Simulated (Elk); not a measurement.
## KMn2S2: spin-resolved bands and density of states: ground-state run

Elk 11.2.3 (patched build); LDA (Perdew-Wang); all-electron APW+lo, Dirac cores, scalar-relativistic bands.

Bands and densities of states are read from a converged potential, so the magnetic state comes first.

This is the lowest of the starts that converged (antiferro +-).

Moments are seeded by fields in the spheres (the last three columns under atoms), set against the wanted direction and reduced each loop.

Input file elk.in:

```
tasks
  0

xctype
  3

rgkmax
  7.0

nempty
  12

swidth
  0.005

reducebf
  0.6

epsengy
  1e-05

maxscl
  100

lmaxi
  2

spinpol
  .true.

sppath
  './'

avec
  -3.69511755176 3.69511755176 12.64745318223
  3.69511755176 -3.69511755176 12.64745318223
  3.69511755176 3.69511755176 -12.64745318223

atoms
  3
  'K.in'
  1
  0.0000000000 0.0000000000 0.0000000000   0.000000 0.000000 0.000000
  'Mn.in'
  2
  0.2500000000 0.7500000000 0.5000000000   0.000000 0.000000 -0.450000
  0.7500000000 0.2500000000 0.5000000000   0.000000 0.000000 0.450000
  'S.in'
  2
  0.3490740000 0.3490740000 0.0000000000   0.000000 0.000000 0.000000
  0.6509260000 0.6509260000 0.0000000000   0.000000 0.000000 0.000000

ngridk
  8 8 8
```

Command:

```console
OMP_NUM_THREADS=4 elk
```

Q: Predict the moment between the spheres and spin moment in the muffin-tin sphere.

Opposed moments of equal size cancel, so the cell has no net moment. Symmetry leaves 3 kinds of site among the 5 atoms, and equivalent atoms carry values of equal size.

Spin moment in the muffin-tin sphere by atom:

```
atom  spin moment in the muffin-tin sphere (μB)
  K1                                       0.00
 Mn2                                       2.94
 Mn3                                      -2.94
  S4                                       0.00
  S5                                       0.00
```

This step gave:

```yaml
moment_between_the_spheres: 0 μB
magnetization: 0 μB
final_state: antiferromagnetic
```

[Logs and program files are shortened in this print: banners, set-up blocks, solver, clock and traceback lines can be left out without a mark of their own.]

[Logs are printed without paths, hosts, clocks, repeated set-up lines and the standing remarks that a program may print on its own settings, such as how far it seeks lower states.]

[Hosts, paths, dates, database ids (printed as entryN), source tags and the programs' standing remarks are cut or masked in the printed files.]

[Where a cell is said to come from a database of computed structures, the database is the Materials Project.]
